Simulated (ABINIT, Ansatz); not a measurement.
## How the form of the self-energy moves the gap of CdTe (F-43m)

Aim: compare treatments of exchange, screening and correlation for the gap of CdTe (F-43m).

Calculated with ABINIT 10.8.3; PBE and many-body steps on it, plane waves.

**The experiments to reproduce.**

- Gap 1.48 ± 0.02 eV: direct optical gap from Tauc analysis, 1.5 h deposition; UV-vis diffuse reflectance; film (electrodeposited 1.5 h on FTO, Te-rich) (“Electrodeposition of CdTe Thin Films for Solar Energy Water Splitting”, 2020, pmc:7177234).

- Gap 1.592 eV: near-band-edge L1 bound-exciton energy extrapolated to 0 K (Varshni), slightly below the true gap; temperature-dependent photoluminescence; 0 K; bulk crystal (vertical Bridgman single crystal) (“Photoluminescence characteristics of Cd1-xMnxTe single crystals grown by the vertical Bridgman method”, 2012, pmc:3275455).

- Gap 1.32 ± 0.02 eV: direct optical gap from Tauc analysis, 2.5 h deposition; UV-vis diffuse reflectance; film (electrodeposited 2.5 h on FTO, nearly stoichiometric) (“Electrodeposition of CdTe Thin Films for Solar Energy Water Splitting”, 2020, pmc:7177234).

Most raw output is cut from this account.

## 1. The starting structure

It takes space group F-43m (No. 216, cubic). Conventional cell: a = 6.480 Å, b = 6.480 Å, c = 6.480 Å, α = 90.00°, β = 90.00°, γ = 90.00°. Nearest to Cd lie 4 Te at 2.81 Å. Te has 4 Cd at 2.81 Å nearest. Farther neighbours and most contacts between anions are not listed.

The cell and positions come from the Crystallography Open Database and are kept as given unless a step says otherwise. Spin-orbit coupling is left out unless a step names it.

## 2. Empty states on the mesh, 4×4×4 mesh, 694 bands

This step: ABINIT 10.8.3; DFT, PBE, plane waves, norm-conserving pseudopotentials.

The sums over transitions need many empty states on a uniform mesh; this step solves for them.

run.abi reads:

```
acell 3*1.0 Angstrom
rprim 
  0.000000000000 3.240000000000 3.240000000000
  3.240000000000 0.000000000000 3.240000000000
  3.240000000000 3.240000000000 0.000000000000
ntypat 2
znucl 48 52
natom 2
typat 1 2
xred 
  0.000000000000 0.000000000000 0.000000000000
  0.250000000000 0.250000000000 0.250000000000
pp_dirpath "pseudos"
pseudos "Cd.upf, Te.upf"
ecut 47
ngkpt 4 4 4
nshiftk 1
shiftk 0 0 0
kptopt 1
chksymbreak 0
iscf -2
irdden 1
istwfk *1
nband 694
nbdbuf 62
tolwfr 1e-09
nstep 60
prtvol 0
indata_prefix "in"
outdata_prefix "out"
tmpdata_prefix "tmp"
```

Command:

```console
$ OMP_NUM_THREADS=1 mpirun -n 8 abinit run.abi > log
```

It took 21 min on 8 MPI ranks of AMD EPYC 7R43, shared host; peak memory 1.5 GiB; 2.8 h of CPU time.

Numbers from this step:

| Property | Result |
| --- | --- |
| gap | 0.7704 eV |
| k of the valence top | 0, 0, 0 |
| k of the conduction bottom | 0, 0, 0 |
| least direct gap | 0.7704 eV |
| k points computed | 8 |
| lowest point of the top converged band, above the valence top | 238.0583 eV |

On this mesh the gap is 0.770 eV.

The density comes from a self-consistent run that is not shown.

## 3. Screening, 4×4×4 mesh, 271 bands, screening to 212.2 eV

The RPA dielectric matrix is built and inverted for each q.

This step: RPA screening on PBE, plane waves, norm-conserving pseudopotentials.

Edit run.abi of step 2 so:

```diff
@@ -20,10 +20,11 @@
 chksymbreak 0
-iscf -2
-irdden 1
 istwfk *1
-nband 694
-nbdbuf 62
-tolwfr 1e-09
-nstep 60
-prtvol 0
+occopt 1
+irdwfk 1
+optdriver 3
+nband 271
+ecuteps 7.8
+inclvkb 2
+awtr 1
+symchi 1
 indata_prefix "in"
```

Run time: 13 min. Hardware: 8 MPI ranks; peak memory 4.9 GiB; 1.8 h of CPU time.

Numbers from this step:

```yaml
eps_infinity_with_local_fields_on_this_mesh_along_the_program_s_q_direction: 25.81
the_same_without_local_fields: 27.06
plasma_frequency: 29.86 eV
plane_waves_in_the_screening_matrix: 531
```

Local fields lower ε∞ by 5 %.

## 4. G0W0, Godby-Needs plasmon pole

The self-energy is evaluated for the states that the input lists, and the levels follow from it, in one-shot runs by the linearised quasiparticle equation.

This step: G0W0 on PBE, plane waves, norm-conserving pseudopotentials.

Edit run.abi of step 3 so:

```diff
@@ -23,8 +23,15 @@
 irdwfk 1
-optdriver 3
+optdriver 4
 nband 271
+gwcalctyp 0
+ecutsigx 47
+symsigma 1
+nkptgw 1
+kptgw 
+  0.0000000000 0.0000000000 0.0000000000
+bdgw 
+  20 26
 ecuteps 7.8
-inclvkb 2
-awtr 1
-symchi 1
+irdscr 1
+ppmodel 1
 indata_prefix "in"
```

Wall time 53 s (8 MPI ranks); peak memory 4.5 GiB.

Numbers from this step:

```
G0W0 gap on the points computed              : 1.547 eV
starting gap on the mesh                     : 0.7704 eV
k of the valence top                         : 0, 0, 0
k of the conduction bottom                   : 0, 0, 0
Z at the valence top                         : 0.798
Z at the conduction bottom                   : 0.811
least direct G0W0 gap on the computed points : 1.547 eV
```

The gap on the mesh goes from 0.77 eV to 1.55 eV, a correction of +0.78 eV.

## 5. G0W0, Engel-Farid plasmon pole

Edit run.abi of step 4 so:

```diff
@@ -35,3 +35,3 @@
 irdscr 1
-ppmodel 1
+ppmodel 4
 indata_prefix "in"
```

Wall time 24 s (8 MPI ranks); peak memory 3.5 GiB; 3.1 min of CPU time.

Numbers from this step:

- G0W0 gap on the points computed: 1.447 eV
- starting gap on the mesh: 0.7704 eV
- k of the valence top: 0, 0, 0
- k of the conduction bottom: 0, 0, 0
- Z at the valence top: 0.798
- Z at the conduction bottom: 0.814
- least direct G0W0 gap on the computed points: 1.447 eV

Against G0W0 in ABINIT (4×4×4 mesh, 271 bands, screening to 212.2 eV, Godby-Needs plasmon pole), the gap moves by −0.100 eV.

## 6. G0W0, Hybertsen-Louie plasmon pole

Edit run.abi of step 5 so:

```diff
@@ -35,3 +35,3 @@
 irdscr 1
-ppmodel 4
+ppmodel 2
 indata_prefix "in"
```

Run time: 39 s. Hardware: 8 MPI ranks; peak memory 4.1 GiB.

This step gave:

* G0W0 gap on the points computed: 1.562 eV
* starting gap on the mesh: 0.7704 eV
* k of the valence top: 0, 0, 0
* k of the conduction bottom: 0, 0, 0
* least direct G0W0 gap on the computed points: 1.562 eV

Against G0W0 in ABINIT (4×4×4 mesh, 271 bands, screening to 212.2 eV, Godby-Needs plasmon pole), the gap moves by +0.015 eV.

## 7. One-shot COHSEX

This step: one-shot COHSEX on PBE, plane waves, norm-conserving pseudopotentials.

Edit run.abi of step 6 so:

```diff
@@ -25,3 +25,3 @@
 nband 271
-gwcalctyp 0
+gwcalctyp 7
 ecutsigx 47
@@ -35,3 +35,2 @@
 irdscr 1
-ppmodel 2
 indata_prefix "in"
```

It took 6.5 s on 8 MPI ranks; peak memory 1.9 GiB; 49 s of CPU time.

Numbers from this step:

```
quasiparticle gap on the points computed              : 1.892 eV
starting gap on the mesh                              : 0.7704 eV
k of the valence top                                  : 0, 0, 0
k of the conduction bottom                            : 0, 0, 0
least direct quasiparticle gap on the computed points : 1.892 eV
```

Against G0W0 in ABINIT (4×4×4 mesh, 271 bands, screening to 212.2 eV, Godby-Needs plasmon pole), the gap moves by +0.345 eV.

## 8. One-shot Hartree-Fock

This step: one-shot Hartree-Fock on PBE, plane waves, norm-conserving pseudopotentials.

Edit run.abi of step 7 so:

```diff
@@ -24,4 +24,4 @@
 optdriver 4
-nband 271
-gwcalctyp 7
+nband 26
+gwcalctyp 5
 ecutsigx 47
@@ -33,4 +33,4 @@
   20 26
-ecuteps 7.8
-irdscr 1
+ixc_sigma 40
+fftgw 31
 indata_prefix "in"
```

Run time: 5.2 s. Hardware: 8 MPI ranks; peak memory 0.41 GiB; 38 s of CPU time.

Numbers from this step:

| Quantity | Value |
| --- | --- |
| quasiparticle gap on the points computed | 6.674 eV |
| starting gap on the mesh | 0.7704 eV |
| k of the valence top | 0, 0, 0 |
| k of the conduction bottom | 0, 0, 0 |
| least direct quasiparticle gap on the computed points | 6.674 eV |

Against G0W0 in ABINIT (4×4×4 mesh, 271 bands, screening to 212.2 eV, Godby-Needs plasmon pole), the gap moves by +5.127 eV.

## 9. The runs together

Times are wall times on 8 MPI ranks of AMD EPYC 7R43, shared host, good to a factor of about two. A run's time includes the screening step that it read.

| run | mesh | bands | screening cutoff (eV) | DFT gap (eV) | gap on the mesh (eV) | direct (eV) | ε∞ used | time |
| --- | --- | --- | --- | --- | --- | --- | --- | --- |
| G0W0, Godby-Needs plasmon pole | 4×4×4 | 271 | 212.2 | 0.770 | 1.547 | 1.547 | 25.81 | 14 min |
| G0W0, Engel-Farid plasmon pole | 4×4×4 | 271 | 212.2 | 0.770 | 1.447 | 1.447 | 25.81 | 14 min |
| G0W0, Hybertsen-Louie plasmon pole | 4×4×4 | 271 | 212.2 | 0.770 | 1.562 | 1.562 | 25.81 | 14 min |
| one-shot COHSEX | 4×4×4 | 271 | 212.2 | 0.770 | 1.892 | 1.892 | 25.81 | 13 min |
| one-shot Hartree-Fock | 4×4×4 | - | - | 0.770 | 6.674 | 6.674 | - | 5.2 s |

## 10. Results

```
G0W0, Godby-Needs plasmon pole     : 1.547 eV
G0W0, Engel-Farid plasmon pole     : 1.447 eV
G0W0, Hybertsen-Louie plasmon pole : 1.562 eV
one-shot COHSEX                    : 1.892 eV
one-shot Hartree-Fock              : 6.674 eV
known limits                       : not at the basis limit; mesh may overstate the screening; no spin-orbit coupling; coarse k mesh
```

**Reading.** G0W0, Engel-Farid plasmon pole: −0.100 eV against G0W0, Godby-Needs plasmon pole. G0W0, Hybertsen-Louie plasmon pole: +0.015 eV against G0W0, Godby-Needs plasmon pole. One-shot COHSEX: +0.345 eV against G0W0, Godby-Needs plasmon pole. One-shot Hartree-Fock: +5.127 eV against G0W0, Godby-Needs plasmon pole. Bare exchange alone opens the gap to 6.67 eV; against G0W0, correlation takes back 5.13 eV. Static COHSEX lies above G0W0: it lacks the factor Z and overstates the Coulomb hole of the filled states. Against experiment, by G0W0, Godby-Needs plasmon pole: the direct gap of 1.55 eV lies +0.07 eV from the measured 1.48 ± 0.02 eV (direct, 2020); the direct gap of 1.55 eV lies −0.04 eV from the measured 1.592 eV (exciton, 0 K, 2012); the direct gap of 1.55 eV lies +0.23 eV from the measured 1.32 ± 0.02 eV (direct, 2020). An exciton line or allowed optical edge lies below the quasiparticle gap by the binding energy; a forbidden edge can push the onset above it. These are gaps on the mesh, at modest bands and cutoff. The calculation has static nuclei and no excitons; a measured gap holds zero-point and thermal motion, which mostly lowers it. With atoms this heavy the missing spin-orbit coupling can matter too. Bands and cutoff are finite, so the gap is not at the basis limit. The miss can reach some tenths of an eV and take either sign; the mesh is an error of its own. In the G0W0 runs levels were corrected at 1 k point alone, so a gap called «on the mesh» is the least over those, and an edge elsewhere would be missed. The 4×4×4 mesh is coarse for this cell, which bears on the long-range parts of exchange and screening. For the PBE start: The RPA ε∞ on this mesh reaches over 25; with a narrow direct gap a coarse mesh can overstate it, and the correction is then too small.

[Paths, hosts, dates, memory and timing lines, banners, echoed tables and standing remarks are left out of the program output.]

[Logs are printed without paths, hosts, clocks, repeated set-up lines and the standing remarks that a program may print on its own settings, such as how far it seeks lower states.]

[Runs of the session that timed out or met a known fault of the program may be left out.]

[Hosts, paths, dates, database ids (printed as entryN), source tags and the programs' standing remarks are cut or masked in the printed files.]

[G0W0 gaps are taken among the corrected bands and points alone; a level outside them can change the order at an edge.]

[Where Ansatz stands beside ABINIT at settings called matched, ABINIT's density can come from a denser mesh and the files from another edition; pairs whose starting gaps differed by over 0.03 eV were left out, so agreement reads better than it is.]
